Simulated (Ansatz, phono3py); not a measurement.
# KBr (Fm-3m): solver, mesh and scattering choices in phono3py

The second- and third-order constants of KBr come from an earlier supercell run; what does phono3py make of them?

What experiment has found for this phase:
- thermal conductivity 3.4 W/m/K near room temperature (given in “Combining the AFLOW GIBBS and Elastic Libraries to efficiently and robustly screen thermo-mechanical properties of solids”, 2017, arXiv:1611.05714)
- thermal conductivity 3.4 W/m/K near room temperature (given in “Predicting the lattice thermal conductivity of solids by solving the Boltzmann transport equation: AFLOW - AAPL an automated, accurate and efficient framework”, 2017, arXiv:1611.05481)

Main program and level: phono3py 4.10.0; DFT LDA, scalar-relativistic, plane waves, PAW; phono3py on Ansatz's force constants.

Most raw output is cut from this account.

### 1. Set-up

It takes space group Fm-3m (No. 225, cubic). Conventional cell: a = 6.372 Å, b = 6.372 Å, c = 6.372 Å, α = 90.00°, β = 90.00°, γ = 90.00°. Nearest to K lie 6 Br at 3.19 Å. Nearest to Br lie 6 K at 3.19 Å. Farther neighbours and most contacts between anions are not listed.

### 2. Relaxation-time solution

The base run: each mode relaxes on its own with natural isotopes, and rates are split into normal and umklapp parts.

phono3py.yaml reads:

```yaml
phono3py:
  version: "4.10.0"
  frequency_unit_conversion_factor: 15.633302
  symmetry_tolerance: 1.00000e-05

physical_unit:
  atomic_mass: "AMU"
  length: "angstrom"

space_group:
  type: "Fm-3m"
  number: 225
  Hall_symbol: "-F 4 2 3"

primitive_matrix:
- [  1.000000000000000,  0.000000000000000,  0.000000000000000 ]
- [  0.000000000000000,  1.000000000000000,  0.000000000000000 ]
- [  0.000000000000000,  0.000000000000000,  1.000000000000000 ]

supercell_matrix:
- [   3,   0,   0 ]
- [   0,   3,   0 ]
- [   0,   0,   3 ]

# [primitive_cell block left out]
unit_cell:
  lattice:
  - [     0.000000000000000,     3.185800612700000,     3.185800612700000 ] # a
  - [     3.185800612700000,     0.000000000000000,     3.185800612700000 ] # b
  - [     3.185800612700000,     3.185800612700000,     0.000000000000000 ] # c
  points:
  - symbol: K # 1
    coordinates: [  0.000000000000000,  0.000000000000000,  0.000000000000000 ]
    mass: 39.098300
    reduced_to: 1
  - symbol: Br # 2
    coordinates: [  0.500000000000000,  0.500000000000000,  0.500000000000000 ]
    mass: 79.904000
    reduced_to: 2

# [supercell block left out]
phonon_supercell_matrix:
- [   6,   0,   0 ]
- [   0,   6,   0 ]
- [   0,   0,   6 ]

# [phonon_primitive_cell block left out]
# [phonon_supercell block left out]
nac:
  born_effective_charge:
  - # 1 (K)
    - [  1.101574671078254,  0.000000000000000,  0.000000000000000 ]
    - [  0.000000000000000,  1.101574671078254,  0.000000000000000 ]
    - [  0.000000000000000,  0.000000000000000,  1.101574671078254 ]
  - # 2 (Br)
    - [ -1.101574671078254,  0.000000000000000,  0.000000000000000 ]
    - [  0.000000000000000, -1.101574671078254,  0.000000000000000 ]
    - [  0.000000000000000,  0.000000000000000, -1.101574671078254 ]
  dielectric_constant:
    - [  2.758116852883250,  0.000000000000000,  0.000000000000000 ]
    - [  0.000000000000000,  2.758116852883250,  0.000000000000000 ]
    - [  0.000000000000000,  0.000000000000000,  2.758116852883250 ]
  unit_conversion_factor: 14.399645
```

The run is started by

```
$ phono3py phono3py.yaml --mesh 17 17 17 --br --isotope --nu --ts 100 150 200 300 400 500
```

Elapsed: 18 s, on 16 threads of Arm Neoverse N1, shared host; peak memory 0.21 GiB; 2.8 min of CPU time.

Numbers from this step:

```
κ at 300 K                                       : 5.113 W/m/K
κ xx, yy, zz at 300 K                            : 5.113, 5.113, 5.113 W/m/K
normal share of three-phonon scattering at 300 K : 0.548
```

W/m/K. Kappa, by row:

| T (K) | xx | yy | zz | yz | xz | xy |
| --- | --- | --- | --- | --- | --- | --- |
| 100 | 16.19 | 16.19 | 16.19 | 0 | 0 | 0 |
| 150 | 10.41 | 10.41 | 10.41 | 0 | 0 | 0 |
| 200 | 7.72 | 7.72 | 7.72 | 0 | 0 | 0 |
| 300 | 5.113 | 5.113 | 5.113 | 0 | 0 | 0 |
| 400 | 3.829 | 3.829 | 3.829 | 0 | 0 | 0 |
| 500 | 3.062 | 3.062 | 3.062 | 0 | 0 | 0 |

Lattice thermal conductivity, xx against temperature:

| temperature (K) | lattice thermal conductivity, xx (W/m/K) |
| --- | --- |
| 100 | 16.2 |
| 150 | 10.4 |
| 200 | 7.72 |
| 300 | 5.11 |
| 400 | 3.83 |
| 500 | 3.06 |

Table of mean scattering rate at 300 K by frequency:

| frequency (THz) | normal (1/ps) | umklapp (1/ps) |
| --- | --- | --- |
| 0.11 | - | - |
| 0.32 | 0.0367 | 0.00332 |
| 0.54 | 0.0349 | 0.0073 |
| 0.75 | 0.0666 | 0.0128 |
| 0.97 | 0.0682 | 0.0186 |
| 1.18 | 0.0633 | 0.0262 |
| 1.40 | 0.0609 | 0.0392 |
| 1.61 | 0.0746 | 0.071 |
| 1.83 | 0.069 | 0.0967 |
| 2.04 | 0.0915 | 0.115 |
| 2.25 | 0.118 | 0.125 |
| 2.47 | 0.125 | 0.114 |
| 2.68 | 0.145 | 0.101 |
| 2.90 | 0.164 | 0.104 |
| 3.11 | - | - |
| 3.33 | 0.393 | 0.193 |
| 3.54 | 0.317 | 0.163 |
| 3.76 | 0.247 | 0.169 |
| 3.97 | 0.183 | 0.165 |
| 4.19 | 0.267 | 0.244 |
| 4.40 | 0.495 | 0.347 |
| 4.62 | 0.699 | 0.321 |
| 4.83 | 1.35 | 0.344 |
| 5.05 | 2.42 | 0.282 |

The base value at 300 K is 5.11 W/(m K).

The lattice thermal conductivity, xx is 5.11 W/m/K at 300 K, going as T^-1.0 above 200 K.

### 3. Two programs, one set of constants

This step: DFT LDA, scalar-relativistic, plane waves, PAW (Ansatz 0.2.0).

Ansatz's figure includes its coherence part. Comparison, by row:

| T (K) | Ansatz RTA (W/m/K) | phono3py RTA (W/m/K) | difference (%) |
| --- | --- | --- | --- |
| 100 | 16.27 | 16.19 | -0.49 |
| 150 | 10.48 | 10.41 | -0.67 |
| 200 | 7.785 | 7.72 | -0.83 |
| 300 | 5.182 | 5.113 | -1.33 |
| 400 | 3.904 | 3.829 | -1.92 |
| 500 | 3.143 | 3.062 | -2.58 |

### 4. Without isotopes, third order supercell 3×3×3, supercell 6×6×6

Leaving out the isotope term shows how much the natural mass disorder scatters.

This step: DFT LDA, scalar-relativistic, plane waves, PAW; phono3py on Ansatz's force constants (phono3py 4.10.0).

phono3py.yaml is that of step 2.

The run is started by

```
$ phono3py phono3py.yaml --mesh 17 17 17 --br --ts 100 150 200 300 400 500
```

Wall time 16 s (16 threads); peak memory 0.21 GiB.

Numbers from this step:

- κ at 300 K: 5.172 W/m/K
- κ xx, yy, zz at 300 K: 5.172, 5.172, 5.172 W/m/K

W/m/K. Kappa, by row:

| T (K) | xx | yy | zz | yz | xz | xy |
| --- | --- | --- | --- | --- | --- | --- |
| 100 | 16.77 | 16.77 | 16.77 | 0 | 0 | 0 |
| 150 | 10.65 | 10.65 | 10.65 | 0 | 0 | 0 |
| 200 | 7.853 | 7.853 | 7.853 | 0 | 0 | 0 |
| 300 | 5.172 | 5.172 | 5.172 | 0 | 0 | 0 |
| 400 | 3.862 | 3.862 | 3.862 | 0 | 0 | 0 |
| 500 | 3.083 | 3.083 | 3.083 | 0 | 0 | 0 |

κ at 300 K goes from 5.11 in the base run to 5.17 W/(m K).

### 5. Another q-mesh, third order supercell 3×3×3, supercell 6×6×6

The q-mesh of the transport sums changes, with the same scattering terms.

phono3py.yaml is that of step 4.

The run is started by

```
$ phono3py phono3py.yaml --mesh 3 3 3 --br --isotope --ts 100 300
```

Wall time 5.7 s (16 threads); peak memory 0.21 GiB; 5.7 s of CPU time.

This step gave:

```
κ at 300 K            : 2.41 W/m/K
κ xx, yy, zz at 300 K : 2.41, 2.41, 2.41 W/m/K
```

W/m/K. Kappa, by row:

| T (K) | xx | yy | zz | yz | xz | xy |
| --- | --- | --- | --- | --- | --- | --- |
| 100 | 7.116 | 7.116 | 7.116 | 0 | 0 | 0 |
| 300 | 2.41 | 2.41 | 2.41 | 0 | 0 | 0 |

This mesh is too coarse for the transport sums: κ at 300 K comes out at 2.41 against 5.11 W/(m K) in the base run.

### 6. Another q-mesh, third order supercell 3×3×3, supercell 6×6×6 (run 2)

phono3py.yaml is that of step 5.

The run is started by

```
$ phono3py phono3py.yaml --mesh 5 5 5 --br --isotope --ts 100 300
```

Run time: 5.8 s. Hardware: 16 threads; peak memory 0.21 GiB.

W/m/K. Kappa, by row:

| T (K) | xx | yy | zz | yz | xz | xy |
| --- | --- | --- | --- | --- | --- | --- |
| 100 | 13.69 | 13.69 | 13.69 | 0 | 0 | 0 |
| 300 | 4.486 | 4.486 | 4.486 | 0 | 0 | 0 |

κ at 300 K goes from 5.11 in the base run to 4.49 W/(m K).

### 7. Another q-mesh, third order supercell 3×3×3, supercell 6×6×6 (run 3)

phono3py.yaml is that of step 6.

The run is started by

```
$ phono3py phono3py.yaml --mesh 9 9 9 --br --isotope --ts 100 300
```

Elapsed: 6.2 s, on 16 threads; peak memory 0.21 GiB; 10 s of CPU time.

W/m/K. Kappa, by row:

| T (K) | xx | yy | zz | yz | xz | xy |
| --- | --- | --- | --- | --- | --- | --- |
| 100 | 15.83 | 15.83 | 15.83 | 0 | 0 | 0 |
| 300 | 5.023 | 5.023 | 5.023 | 0 | 0 | 0 |

κ at 300 K goes from 5.11 in the base run to 5.02 W/(m K).

### 8. Another q-mesh, third order supercell 3×3×3, supercell 6×6×6 (run 4)

phono3py.yaml is that of step 7.

The run is started by

```
$ phono3py phono3py.yaml --mesh 11 11 11 --br --isotope --ts 100 300
```

It took 6.9 s on 16 threads; peak memory 0.21 GiB.

W/m/K. Kappa, by row:

| T (K) | xx | yy | zz | yz | xz | xy |
| --- | --- | --- | --- | --- | --- | --- |
| 100 | 16.06 | 16.06 | 16.06 | 0 | 0 | 0 |
| 300 | 5.086 | 5.086 | 5.086 | 0 | 0 | 0 |

κ at 300 K goes from 5.11 in the base run to 5.09 W/(m K).

### 9. Another q-mesh, third order supercell 3×3×3, supercell 6×6×6 (run 5)

phono3py.yaml is that of step 8.

The run is started by

```
$ phono3py phono3py.yaml --mesh 15 15 15 --br --isotope --ts 100 300
```

The job ended after 12 s (16 threads; peak memory 0.21 GiB; 86 s of CPU time).

W/m/K. Kappa, by row:

| T (K) | xx | yy | zz | yz | xz | xy |
| --- | --- | --- | --- | --- | --- | --- |
| 100 | 16.08 | 16.08 | 16.08 | 0 | 0 | 0 |
| 300 | 5.082 | 5.082 | 5.082 | 0 | 0 | 0 |

κ at 300 K goes from 5.11 in the base run to 5.08 W/(m K).

### 10. Another q-mesh, third order supercell 3×3×3, supercell 6×6×6 (run 6)

phono3py.yaml is that of step 9.

The run is started by

```
$ phono3py phono3py.yaml --mesh 19 19 19 --br --isotope --ts 100 300
```

The job ended after 28 s (16 threads; peak memory 0.21 GiB).

W/m/K. Kappa, by row:

| T (K) | xx | yy | zz | yz | xz | xy |
| --- | --- | --- | --- | --- | --- | --- |
| 100 | 16.13 | 16.13 | 16.13 | 0 | 0 | 0 |
| 300 | 5.093 | 5.093 | 5.093 | 0 | 0 | 0 |

κ at 300 K goes from 5.11 in the base run to 5.09 W/(m K).

### 11. Another q-mesh, third order supercell 3×3×3, supercell 6×6×6 (run 7)

phono3py.yaml is that of step 10.

The run is started by

```
$ phono3py phono3py.yaml --mesh 25 25 25 --br --isotope --ts 100 300
```

Wall time 1.9 min (16 threads); peak memory 0.21 GiB; 26 min of CPU time.

W/m/K. Kappa, by row:

| T (K) | xx | yy | zz | yz | xz | xy |
| --- | --- | --- | --- | --- | --- | --- |
| 100 | 16.22 | 16.22 | 16.22 | 0 | 0 | 0 |
| 300 | 5.11 | 5.11 | 5.11 | 0 | 0 | 0 |

κ at 300 K goes from 5.11 in the base run to 5.11 W/(m K).

### 12. Another q-mesh, third order supercell 3×3×3, supercell 6×6×6 (run 8)

phono3py.yaml is that of step 11.

The run is started by

```
$ phono3py phono3py.yaml --mesh 31 31 31 --br --isotope --ts 100 300
```

The job ended after 6.5 min (16 threads; peak memory 0.21 GiB).

κ at 300 K goes from 5.11 in the base run to 5.13 W/(m K).

### 13. Mesh convergence

This step: DFT LDA, scalar-relativistic, plane waves, PAW (phono3py 4.10.0).

Series, by row:

| mesh points along each axis | kappa at 100 K (W/m/K) | kappa at 300 K (W/m/K) | seconds |
| --- | --- | --- | --- |
| 3 | 7.116 | 2.41 | 5.65 |
| 5 | 13.69 | 4.486 | 5.76 |
| 9 | 15.83 | 5.023 | 6.15 |
| 11 | 16.06 | 5.086 | 6.94 |
| 15 | 16.08 | 5.082 | 11.8 |
| 19 | 16.13 | 5.093 | 28.24 |
| 25 | 16.22 | 5.11 | 113.1 |
| 31 | 16.29 | 5.127 | 389.6 |

### 14. Boundary scattering, third order supercell 3×3×3, supercell 6×6×6

A boundary term v/L is added to each rate, a simple model of grains or a thin sample.

This step: DFT LDA, scalar-relativistic, plane waves, PAW; phono3py on Ansatz's force constants (phono3py 4.10.0).

phono3py.yaml is that of step 12.

The run is started by

```
$ phono3py phono3py.yaml --mesh 17 17 17 --br --isotope --boundary-mfp 0.01 --ts 100 150 200 300 400 500
```

The job ended after 18 s (16 threads; peak memory 0.21 GiB; 2.7 min of CPU time).

Numbers from this step:

- κ at 300 K: 1.931 W/m/K
- κ xx, yy, zz at 300 K: 1.931, 1.931, 1.931 W/m/K

W/m/K. Kappa, by row:

| T (K) | xx | yy | zz | yz | xz | xy |
| --- | --- | --- | --- | --- | --- | --- |
| 100 | 2.741 | 2.741 | 2.741 | 0 | 0 | 0 |
| 150 | 2.518 | 2.518 | 2.518 | 0 | 0 | 0 |
| 200 | 2.289 | 2.289 | 2.289 | 0 | 0 | 0 |
| 300 | 1.931 | 1.931 | 1.931 | 0 | 0 | 0 |
| 400 | 1.674 | 1.674 | 1.674 | 0 | 0 | 0 |
| 500 | 1.481 | 1.481 | 1.481 | 0 | 0 | 0 |

κ at 300 K goes from 5.11 in the base run to 1.93 W/(m K).

### 15. Boundary scattering, third order supercell 3×3×3, supercell 6×6×6 (run 2)

phono3py.yaml is that of step 14.

The run is started by

```
$ phono3py phono3py.yaml --mesh 17 17 17 --br --isotope --boundary-mfp 100 --ts 100 150 200 300 400 500
```

It took 18 s on 16 threads; peak memory 0.21 GiB.

This step gave:

```
κ at 300 K            : 5.111 W/m/K
κ xx, yy, zz at 300 K : 5.111, 5.111, 5.111 W/m/K
```

W/m/K. Kappa, by row:

| T (K) | xx | yy | zz | yz | xz | xy |
| --- | --- | --- | --- | --- | --- | --- |
| 100 | 16.16 | 16.16 | 16.16 | 0 | 0 | 0 |
| 150 | 10.4 | 10.4 | 10.4 | 0 | 0 | 0 |
| 200 | 7.715 | 7.715 | 7.715 | 0 | 0 | 0 |
| 300 | 5.111 | 5.111 | 5.111 | 0 | 0 | 0 |
| 400 | 3.828 | 3.828 | 3.828 | 0 | 0 | 0 |
| 500 | 3.062 | 3.062 | 3.062 | 0 | 0 | 0 |

κ at 300 K goes from 5.11 in the base run to 5.11 W/(m K).

### 16. Direct solution of the linearised equation, third order supercell 3×3×3, supercell 6×6×6

Solving the linearised equation directly keeps the heat that normal processes pass on between modes; it is dearer, so the mesh may be smaller.

phono3py.yaml is that of step 15.

The run is started by

```
$ phono3py phono3py.yaml --mesh 17 17 17 --lbte --isotope --ts 100 300
```

Run time: 1.9 min. Hardware: 16 threads; peak memory 0.28 GiB.

This step gave:

```yaml
kappa_at_300_k: 5.444 W/m/K
kappa_xx_yy_zz_at_300_k: 5.444, 5.444, 5.444 W/m/K
```

W/m/K. Kappa, by row:

| T (K) | xx | yy | zz | yz | xz | xy | RTA mean |
| --- | --- | --- | --- | --- | --- | --- | --- |
| 100 | 17.16 | 17.16 | 17.16 | 0 | 0 | 0 | 16.19 |
| 300 | 5.444 | 5.444 | 5.444 | 0 | 0 | 0 | 5.113 |

κ at 300 K goes from 5.11 in the base run to 5.44 W/(m K).

### 17. Adding coherences, third order supercell 3×3×3, supercell 6×6×6

Close branches can carry heat by tunnelling between them, which the particle picture leaves out.

phono3py.yaml is that of step 16.

The run is started by

```
$ phono3py phono3py.yaml --mesh 17 17 17 --br --isotope --tt smm19 --ts 100 150 200 300 400 500
```

Run time: 18 s. Hardware: 16 threads; peak memory 0.21 GiB.

Numbers from this step:

- κ at 300 K: 5.174 W/m/K
- κ xx, yy, zz at 300 K: 5.174, 5.174, 5.174 W/m/K

W/m/K. Kappa, by row:

| T (K) | xx | yy | zz | yz | xz | xy | intra mean | inter mean |
| --- | --- | --- | --- | --- | --- | --- | --- | --- |
| 100 | 16.24 | 16.24 | 16.24 | 0 | 0 | 0 | 16.19 | 0.05192 |
| 150 | 10.46 | 10.46 | 10.46 | 0 | 0 | 0 | 10.41 | 0.05018 |
| 200 | 7.773 | 7.773 | 7.773 | 0 | 0 | 0 | 7.72 | 0.05291 |
| 300 | 5.174 | 5.174 | 5.174 | 0 | 0 | 0 | 5.113 | 0.06096 |
| 400 | 3.898 | 3.898 | 3.898 | 0 | 0 | 0 | 3.829 | 0.06923 |
| 500 | 3.139 | 3.139 | 3.139 | 0 | 0 | 0 | 3.062 | 0.07685 |

κ at 300 K goes from 5.11 in the base run to 5.17 W/(m K).

### 18. Gaussian smearing, third order supercell 3×3×3, supercell 6×6×6

A Gaussian replaces the tetrahedron method for energy conservation; its width must match the mesh.

phono3py.yaml is that of step 17.

The run is started by

```
$ phono3py phono3py.yaml --mesh 17 17 17 --br --isotope --sigma 0.03 --ts 100 300
```

Elapsed: 16 s, on 16 threads; peak memory 0.21 GiB.

Numbers from this step:

- κ at 300 K: 5.166 W/m/K
- κ xx, yy, zz at 300 K: 5.166, 5.166, 5.166 W/m/K

W/m/K. Kappa, by row:

| T (K) | xx | yy | zz | yz | xz | xy |
| --- | --- | --- | --- | --- | --- | --- |
| 100 | 16.36 | 16.36 | 16.36 | 0 | 0 | 0 |
| 300 | 5.166 | 5.166 | 5.166 | 0 | 0 | 0 |

With a width of 0.03 THz κ at 300 K is 5.17 W/(m K), +1.0 % from the tetrahedron value.

### 19. Gaussian smearing, third order supercell 3×3×3, supercell 6×6×6 (run 2)

phono3py.yaml is that of step 18.

The run is started by

```
$ phono3py phono3py.yaml --mesh 17 17 17 --br --isotope --sigma 0.4 --ts 100 300
```

Elapsed: 16 s, on 16 threads; peak memory 0.21 GiB; 2.5 min of CPU time.

Numbers from this step:

```yaml
kappa_at_300_k: 4.741 W/m/K
kappa_xx_yy_zz_at_300_k: 4.741, 4.741, 4.741 W/m/K
```

W/m/K. Kappa, by row:

| T (K) | xx | yy | zz | yz | xz | xy |
| --- | --- | --- | --- | --- | --- | --- |
| 100 | 15.07 | 15.07 | 15.07 | 0 | 0 | 0 |
| 300 | 4.741 | 4.741 | 4.741 | 0 | 0 | 0 |

With a width of 0.4 THz κ at 300 K is 4.74 W/(m K), -7.3 % from the tetrahedron value; a width this large blurs energy conservation.

For the κ at 300 K, step 18 gave 5.17 W/m/K; this run, with sigma 0.4 THz, gives 4.74 W/m/K (-8 %).

### 20. Two-phonon phase space, third order supercell 3×3×3, supercell 6×6×6

The two-phonon density of states counts the channels open to a mode, without matrix elements.

phono3py.yaml is that of step 19.

The run is started by

```
$ phono3py phono3py.yaml --mesh 19 19 19 --jdos --gp 0 --num-freq-points 80
```

It took 5.8 s on 16 threads; peak memory 0.21 GiB; 6.7 s of CPU time.

The joint density of states at Gamma by frequency; read off at these points:

| frequency (THz) | absorption class (1/THz) | decay class (1/THz) |
| --- | --- | --- |
| 0.00 | 0 | 0 |
| 0.13 | 14.5 | 9.1e-4 |
| 0.39 | 15.9 | 0.00816 |
| 0.66 | 10.6 | 0.0410 |
| 1.05 | 9.71 | 0.117 |
| 1.18 | 10.4 | 0.148 |
| 1.44 | 7.82 | 0.241 |
| 1.83 | 11.4 | 0.440 |
| 2.10 | 9.09 | 0.630 |
| 2.49 | 7.67 | 1.21 |
| 2.88 | 4.79 | 1.45 |
| 3.28 | 1.59 | 1.77 |
| 3.54 | 0.873 | 3.31 |
| 3.93 | 0.431 | 4.84 |
| 4.33 | 0.228 | 5.12 |
| 4.59 | 0.138 | 4.89 |
| 4.98 | 0 | 5.46 |
| 5.37 | 0 | 9.40 |
| 5.77 | 0 | 11.2 |
| 6.03 | 0 | 11.4 |
| 6.42 | 0 | 7.43 |
| 6.82 | 0 | 4.72 |
| 7.08 | 0 | 5.05 |
| 7.47 | 0 | 3.75 |
| 7.86 | 0 | 7.56 |
| 8.26 | 0 | 10.5 |
| 8.52 | 0 | 2.27 |
| 8.91 | 0 | 1.09 |
| 9.31 | 0 | 0.36 |
| 9.70 | 0 | 0.183 |
| 9.96 | 0 | 0.123 |
| 10.35 | 0 | 0 |

Distinct peaks of the joint density of states at Gamma (absorption class) stand at 0.39, 1.18 and 1.83 THz; the one at 0.39 THz is strongest.

### 21. Without the dipole term, third order supercell 3×3×3, supercell 6×6×6

Dropping the dipole term tests how much its part of the interpolation matters for κ.

phono3py.yaml is that of step 20.

The run is started by

```
$ phono3py phono3py.yaml --mesh 17 17 17 --br --isotope --nonac --ts 100 300
```

The job ended after 17 s (16 threads; peak memory 0.21 GiB).

Numbers from this step:

```
κ at 300 K            : 5.108 W/m/K
κ xx, yy, zz at 300 K : 5.108, 5.108, 5.108 W/m/K
```

[end of part 1 of 2]

[Logs are printed without paths, hosts, clocks, repeated set-up lines and the standing remarks that a program may print on its own settings, such as how far it seeks lower states.]

[Hosts, paths, dates, database ids (printed as entryN), source tags and the programs' standing remarks are cut or masked in the printed files.]

[A step with changed settings may run another functional than the one named; its input shows which.]
